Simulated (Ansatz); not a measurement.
# Phonons of MgO2 (R-3m) against volume, part 2 of 3

Does MgO2 (R-3m) expand much on heating, by its phonons?

Ansatz 0.2.0; DFT PBEsol+D3(BJ), scalar-relativistic, plane waves, PAW.

So far, highest frequency on the path or at a solved wavevector (cm⁻¹): step 2 (the dispersion) 967.

In doubt: the dispersion correction can have small steps in the geometry for these elements (in some of the runs), which bears on fits and elastic values.

### 4. Phonons at the other volume, volume ratio 0.97

The phonons are repeated at this volume on the same k and q meshes.

Input file input.yaml:

```yaml
crystal:
  lattice:
    - [1.5523058277, 0.8962241875, 3.4249539046]
    - [-1.5523058277, 0.8962241875, 3.4249539046]
    - [0.0, -1.792448375, 3.4249539046]
  atoms:
    - { symbol: Mg, position: [0.0, 0.0, 0.0] }
    - { symbol: O, position: [0.4291570795, 0.4291570795, 0.4291570795] }
    - { symbol: O, position: [0.5708429205, 0.5708429205, 0.5708429205] }
kpoints:
  mp_grid: { grid: [9, 9, 9] }
hamiltonian:
  xc: pbesol
  dispersion: d3bj
scf:
  occupations: { method: fixed }
output:
  eigenvalues: true
phonons:
  method: dfpt
  dielectric: true
  rigid_motions: translations
  qmesh: [3, 3, 3]
  temperatures: { t_max: 1000, t_step: 50 }
  qpath:
    path:
      - [[0.0, 0.0, 0.0], [0.5, 0.5, 0.5], [0.78768419, 0.21231581, 0.5]]
      - [[0.5, -0.21231581, 0.21231581], [0.5, 0.0, 0.0], [0.0, 0.0, 0.0], [0.3561579, -0.3561579, 0.0]]
      - [[0.6438421, 0.0, 0.3561579], [0.5, 0.0, 0.5], [0.0, 0.0, 0.0]]
    npoints: 10
```

Launch:

```console
> ansatz run input.yaml --threads 4 --pin off --max-ram 7168MiB --backend cpu --events-out ev --progress --plain --runs-dir out
```

Numbers of over 12 decimals in the logs are rounded to 6 here.

The log of the run:

```text
[...]
Crystal: 3 atoms, lattice volume = 28.589 Å³
Basis set: ecut = 420 eV, 557 PW (Γ), exchange–correlation on 54×54×54 points (8 copies of the dense FFT grid, shifted against one another)
Bands: 15, of which v1, the nominal top of the filled ones, is band 11 counted from 1 (10 counted from 0)
Symmetry: 12 space group operations
k-points: 205 of 729 (irreducible under 2 space group operations, time reversal used)
[...]
SCF iter   1: F=—  HF=-3034.112095 eV  |F-HF|=—  |Δ(HF+E_count)|=         —  Δρ=1.42e-2  dr2=4.94e-2  ethr=1.77e-3  ⟨swp⟩=4.2  Hψ=14538  notcnv=0  defer=370
[...]
SCF iter   7: F=-3034.096918 eV  HF=-3034.096918 eV  |F-HF|=3.50e-11  |Δ(HF+E_count)|=   2.61e-9  Δρ=8.23e-7  dr2=9.41e-11  ethr=1.00e-12  ⟨swp⟩=6.5  Hψ=19049  notcnv=0
SCF 1 converged in 7 iterations: F = -3034.096918 eV  dr2 = 9.41e-11
[...]
NSCF: frozen V_eff on 10 k-points
DFPT response loops at Γ: preconditioner auto → none (the input reference at scf.mixing.eps_inf says where Resta's filter doesn't serve); β = 0.50; Broyden in place of MSR1
── the response to a field inside a basis, on 10×10×10 k-points: an SCF that follows is theirs, and a resumed run solves both again ──
Bands: 12, of which v1, the nominal top of the filled ones, is band 11 counted from 1 (10 counted from 0)
k-points: 110 of 1000
[...]
Eigensolver: Dense (110 Hₖ)
SCF iter   1: F=—  HF=-3034.103276 eV  |F-HF|=—  |Δ(HF+E_count)|=         —  Δρ=8.95e-4  dr2=3.29e-5  ethr=1.00e-1
[...]
SCF iter   4: F=-3034.103297 eV  HF=-3034.103297 eV  |F-HF|=1.26e-8  |Δ(HF+E_count)|=   6.72e-8  Δρ=1.28e-5  dr2=1.14e-8  ethr=8.24e-9
SCF 1 converged in 4 iterations: F = -3034.103297 eV  dr2 = 1.14e-8
[...]
SCF converged after 7 iterations
Free energy (F): -3034.096918 eV
[...]
Internal energy: -3034.096918 eV  (E = F + TS)
E sigma→0 (E₀):  -3034.096918 eV
Fermi energy:    7.381887 eV
[...]
--- Band table (eV; the first three rows and the last of 205) ---
  k-point 0: bands = [... 7 lower, 3.7867, 3.7867, 6.5000, 6.5000, 12.2930, 12.6109, 20.0138, 21.7036]
  k-point 1: bands = [... 7 lower, 3.4060, 3.7354, 6.3948, 6.4439, 12.4518, 12.9541, 20.0262, 21.4215]
  k-point 2: bands = [... 7 lower, 2.5340, 3.6096, 6.1996, 6.3045, 12.3989, 14.1183, 19.6885, 20.3498]
  k-point 204: bands = [... 7 lower, 2.9832, 3.1730, 7.0525, 7.3403, 10.2546, 12.9299, 17.7475, 20.9321]
--- Phonons (Γ-DFPT): 4 representative perturbations + reference, on 205 of 729 k-points (Σ response iterations 14) ---
  k mesh reduced under 2 symmetry operations, with k and −k counted as one. Each operation leaves every solved perturbation unchanged. A smaller set is not considered because the run solves the response to a homogeneous field
  ASR residual: 4.006e-4 → 0.000e0 eV/Å²; symmetrization residual: 6.606e-6 eV/Å²
[...]
ASR residual per site (eV/Å²): 4.01e-4 2.16e-4 2.16e-4
  Γ frequencies (cm⁻¹): 0.00 0.00 0.00 311.75 311.75 409.17 451.89 451.89 994.68
  ε∞ (high-frequency dielectric tensor):
        2.779941     0.000000    -0.000000
        0.000000     2.779941     0.000000
       -0.000000     0.000000     4.001816
  ε⁰ (static dielectric tensor: ions relaxed, cell fixed):
        5.211523     0.000000    -0.000000
        0.000000     5.211523     0.000000
       -0.000000     0.000000     7.142722
  ε⁰ − ε∞ (ionic part):
        2.431582     0.000000    -0.000000
        0.000000     2.431582     0.000000
       -0.000000     0.000000     3.140906
  softest optical mode at Γ: 311.75 cm⁻¹; the repairs (sum rule, projections) moved no ω² at Γ by more than (2.34 cm⁻¹)²
  Born effective charges Z* (e; rows j = field, columns β = displacement):
    site 0:
         1.99622   -0.00000   -0.00000
         0.00000    1.99622    0.00000
         0.00000    0.00000    2.05431
    site 1:
        -0.99811    0.00000    0.00000
        -0.00000   -0.99811   -0.00000
        -0.00000   -0.00000   -1.02715
    site 2:
        -0.99811    0.00000    0.00000
        -0.00000   -0.99811   -0.00000
        -0.00000   -0.00000   -1.02715
  Z* charge neutrality: 1.709e-3 e pre-enforcement
  solved inside a basis spanned on kpoints, on 10×10×10 k-points, its susceptibility summed on 14×14×14: ε∞ is read to err by 9.8e-3, Z* by 1.2e-2 e (field_mesh: kpoints solves on kpoints); Z* is corrected for what the basis lacks
  optical modes at Γ without the LO–TO term, one row a degenerate level:
      ω (cm⁻¹)  modes    IR ((D/Å)²/amu)
        311.75      2             0.0000
        409.17      1             7.0486
        451.89      2            13.3114
        994.68      1             0.0000
  optical modes at Γ + LO–TO along q̂ = [1.0000, 0.0000, 0.0000]:
      ω (cm⁻¹)  modes    IR ((D/Å)²/amu)
        311.75      2             0.0000
        409.17      1             7.0486
        451.89      1             6.6557
        618.72      1             6.6557
        994.68      1             0.0000
  optical modes at Γ + LO–TO along q̂ = [0.0000, 1.0000, 0.0000]:
      ω (cm⁻¹)  modes    IR ((D/Å)²/amu)
        311.75      2             0.0000
        409.17      1             7.0486
        451.89      1             6.6557
        618.72      1             6.6557
        994.68      1             0.0000
  optical modes at Γ + LO–TO along q̂ = [0.0000, 0.0000, 1.0000]:
      ω (cm⁻¹)  modes    IR ((D/Å)²/amu)
        311.75      2             0.0000
        451.89      2            13.3114
        546.65      1             7.0486
        994.68      1             0.0000
--- Phonons (arbitrary-q DFPT): 6 irreducible q on the 3×3×3 mesh ---
[...]
interpolated dispersion: 74 rows × 9 modes
[...]
```

It took 2.9 min on 4 threads of Arm Neoverse V1, shared host; peak memory 1.1 GiB; 11 min of CPU time.

Numbers from this step:

```
sum-rule residual before enforcement                    : 4.01e-4 eV/Å²
miss of the charge sum rule                             : 0.001709 e
estimated error of the dielectric tensor                : 0.009839
estimated error of the Born charges                     : 0.01153 e
highest frequency on the path or at a solved wavevector : 994.7 cm⁻¹
mean frequency                                          : 424.3 cm⁻¹
Debye temperature (second moment)                       : 888 K
logarithmic mean frequency                              : 373.2 cm⁻¹
highest optical mode at the zone centre (no LO-TO term) : 994.7 cm⁻¹
lowest optical zone-centre mode                         : 311.8 cm⁻¹
mean high-frequency dielectric constant                 : 3.187
largest Born charge (third of the trace)                : 2.016 e
mean static dielectric constant                         : 5.855
top of the zone-centre spectrum with the field          : 994.7 cm⁻¹
lowest mode on the q mesh (acoustic modes at Γ apart)   : 80.27 cm⁻¹
zero-point energy per atom                              : 78.91 meV
```

Frequencies (cm⁻¹) solved at each irreducible wavevector; negative means imaginary. Frequencies by wavevector, by row:

```tsv
q in reciprocal lattice units	star	mode 1	mode 2	mode 3	mode 4	mode 5	mode 6	mode 7	mode 8	mode 9
0 0 0	1	0	0	0	311.8	311.8	409.2	451.9	451.9	994.7
0 0 0.3333	6	127	193.8	322.5	327.2	356.3	442.8	471.6	556.7	979.3
0 0.3333 0.3333	6	159	198.7	334.8	353	399.7	421.4	461.9	517.3	959.4
0 0.3333 -0.3333	6	230.5	305.3	341.3	349.2	402.6	431.3	482.2	490.9	960
0.3333 0.3333 0.3333	2	80.3	80.3	304.5	304.5	338.6	466.5	466.5	515	946.5
0.3333 0.3333 -0.3333	6	149.2	289.1	338	338.1	406.2	433.2	473.2	500.2	943.6
```

The highest optical mode at the zone centre (no LO-TO term) is 994.7 cm⁻¹, +28.0 cm⁻¹ against the base run.

### 5. Relaxing at another volume, volume ratio 1.03

The volume is scaled by 1.03 and held, while shape and atoms relax as far as symmetry allows. The modes can then be followed against volume.

Input file input.yaml:

```yaml
crystal:
  lattice:
    - [1.5871006811, 0.9163130055, 3.479091422]
    - [-1.5871006811, 0.9163130055, 3.479091422]
    - [0.0, -1.8326260109, 3.479091422]
  atoms:
    - { symbol: Mg, position: [0.0, 0.0, 0.0] }
    - { symbol: O, position: [0.4291445267, 0.4291445267, 0.4291445267] }
    - { symbol: O, position: [0.5708554733, 0.5708554733, 0.5708554733] }
kpoints:
  mp_grid: { grid: [9, 9, 9] }
hamiltonian:
  xc: pbesol
  dispersion: d3bj
scf:
  occupations: { method: fixed }
output:
  forces: true
  stress: true
  eigenvalues: true
relax:
  adjacent_minimum: "off"
  f_tol: 0.001
  max_steps: 60
  cell: { stress_tol: 0.01, fix: [volume] }
```

The log of the run:

```text
[...]
Crystal: 3 atoms, lattice volume = 30.357 Å³
Basis set: ecut = 420 eV, 605 PW (Γ), exchange–correlation on 54×54×54 points (8 copies of the dense FFT grid, shifted against one another)
Bands: 15, of which v1, the nominal top of the filled ones, is band 11 counted from 1 (10 counted from 0)
Symmetry: 12 space group operations
[...]
k-points: 85 of 729
[...]
--- Relaxed structure (5 steps of the walk, 5 accepted, 2 SCFs on fresh bases) ---
[...]
cell:  # Å, volume = 30.3575 Å³
    - [1.590225, 0.918117, 3.465433]
    - [-1.590225, 0.918117, 3.465433]
    - [0, -1.836234, 3.465433]
  atoms:
    - { symbol: Mg, position: [0, 0, 0] }
    - { symbol: O, position: [0.429166, 0.429166, 0.429166] }
    - { symbol: O, position: [0.570834, 0.570834, 0.570834] }
[key lines of the parts left out:]
SCF converged after 6 iterations
Free energy (F): -3034.098024 eV
Fermi energy:    6.657035 eV
P = ⅓ Tr σ = -3.7024 GPa (-37.024 kbar)
```

Wall time 5 s (4 threads); peak memory 0.33 GiB.

The steps of the relaxation:

```tsv
step	energy less that of the first step (eV)	largest force component (eV/Å)	pressure (GPa)	volume (Å³)
1	0.0000	0.1473	-4.05	30.36
2	-0.0006	0.0745	-3.81	30.36
3	-0.0007	0.0332	-3.79	30.36
4	-0.0007	0.0003	-3.77	30.36
5*	-0.0009	0.0002	-3.76	30.36
6	-0.0009	0.0004	-3.71	30.36
7*	-0.0009	0.0001	-3.70	30.36
```

Relaxation steps marked * repeat the geometry before them on a plane-wave basis chosen anew for their cell, so energy and pressure can jump there.

Forces are held to the 12 operations that the run works with; a distortion that breaks them can't arise in this run.

```tsv
conventional cell, symmetrised	before	after	change
a (Å)	3.174	3.180	+0.2 %
b (Å)	3.174	3.180	+0.2 %
c (Å)	10.437	10.396	-0.4 %
volume (Å³/atom)	10.12	10.12	+0.0 %
```

The relaxed structure:

```xyz
3
Lattice="1.5902 0.9181 3.4654 -1.5902 0.9181 3.4654 0.0000 -1.8362 3.4654" Properties=species:S:1:pos:R:3 pbc="T T T"
Mg    0.0000    0.0000    0.0000
O     0.0000    0.0000    4.4617
O     0.0000    0.0000    5.9346
```

This step gave:

```
pressure           : -3.702 GPa
gap on the k-mesh  : 2.512 eV
volume per atom    : 10.12 Å³
direct gap on mesh : 2.515 eV
```

The relaxation ends with a largest force component of 9.1e-5 eV/Å.

### 6. Phonons at the other volume, volume ratio 1.03

The phonons are repeated at this volume on the same k and q meshes.

Input file input.yaml:

```yaml
crystal:
  lattice:
    - [1.5902252119, 0.9181169542, 3.4654331692]
    - [-1.5902252119, 0.9181169542, 3.4654331692]
    - [0.0, -1.8362339083, 3.4654331692]
  atoms:
    - { symbol: Mg, position: [0.0, 0.0, 0.0] }
    - { symbol: O, position: [0.429166254, 0.429166254, 0.429166254] }
    - { symbol: O, position: [0.570833746, 0.570833746, 0.570833746] }
kpoints:
  mp_grid: { grid: [9, 9, 9] }
hamiltonian:
  xc: pbesol
  dispersion: d3bj
scf:
  occupations: { method: fixed }
output:
  eigenvalues: true
phonons:
  method: dfpt
  dielectric: true
  rigid_motions: translations
  qmesh: [3, 3, 3]
  temperatures: { t_max: 1000, t_step: 50 }
  qpath:
    path:
      - [[0.0, 0.0, 0.0], [0.5, 0.5, 0.5], [0.78653938, 0.21346062, 0.5]]
      - [[0.5, -0.21346062, 0.21346062], [0.5, 0.0, 0.0], [0.0, 0.0, 0.0], [0.35673031, -0.35673031, 0.0]]
      - [[0.64326969, 0.0, 0.35673031], [0.5, 0.0, 0.5], [0.0, 0.0, 0.0]]
    npoints: 10
```

The log of the run:

```text
[...]
Crystal: 3 atoms, lattice volume = 30.357 Å³
Basis set: ecut = 420 eV, 599 PW (Γ), exchange–correlation on 54×54×54 points (8 copies of the dense FFT grid, shifted against one another)
Bands: 15, of which v1, the nominal top of the filled ones, is band 11 counted from 1 (10 counted from 0)
Symmetry: 12 space group operations
[...]
ω (cm⁻¹)  modes    IR ((D/Å)²/amu)
[...]
optical modes at Γ + LO–TO along q̂ = [0.0000, 0.0000, 1.0000]:
      ω (cm⁻¹)  modes    IR ((D/Å)²/amu)
        301.39      2             0.0000
        399.78      2            13.7261
        511.77      1             7.1626
        940.81      1             0.0000
--- Phonons (arbitrary-q DFPT): 6 irreducible q on the 3×3×3 mesh ---
[...]
interpolated dispersion: 74 rows × 9 modes
[...]
[key lines of the parts left out:]
SCF converged after 7 iterations
Free energy (F): -3034.098024 eV
Fermi energy:    6.657036 eV
```

The job ended after 3.1 min (4 threads; peak memory 1.1 GiB).

This step gave:

```yaml
sum_rule_residual_before_enforcement: 5.26e-4 eV/Å²
miss_of_the_charge_sum_rule: 0.001499 e
estimated_error_of_the_dielectric_tensor: 0.01005
estimated_error_of_the_born_charges: 0.01135 e
highest_frequency_on_the_path_or_at_a_solved_wavevector: 940.8 cm⁻¹
mean_frequency: 396.1 cm⁻¹
debye_temperature_second_moment: 828 K
logarithmic_mean_frequency: 351.5 cm⁻¹
highest_optical_mode_at_the_zone_centre_no_lo_to_term: 940.8 cm⁻¹
lowest_optical_zone_centre_mode: 301.4 cm⁻¹
mean_high_frequency_dielectric_constant: 3.223
largest_born_charge_third_of_the_trace: 2.042 e
mean_static_dielectric_constant: 6.459
top_of_the_zone_centre_spectrum_with_the_field: 940.8 cm⁻¹
lowest_mode_on_the_q_mesh_acoustic_modes_at_gamma_apart: 96.93 cm⁻¹
zero_point_energy_per_atom: 73.67 meV
```

The highest optical mode at the zone centre (no LO-TO term) is 940.8 cm⁻¹, -25.9 cm⁻¹ against the base run.

### 7. Grüneisen parameters

The Grüneisen parameter of a mode is minus the logarithmic change of its frequency with volume, −d ln ω / d ln V; weighted by heat capacity it gives the expansion.

Numbers from this step:

| Quantity | Value |
| --- | --- |
| bulk modulus | 133.5 GPa |

[end of part 2 of 3]

[Logs are printed without paths, hosts, clocks, repeated set-up lines and the standing remarks that a program may print on its own settings, such as how far it seeks lower states.]

[Hosts, paths, dates, database ids (printed as entryN), source tags and the programs' standing remarks are cut or masked in the printed files.]
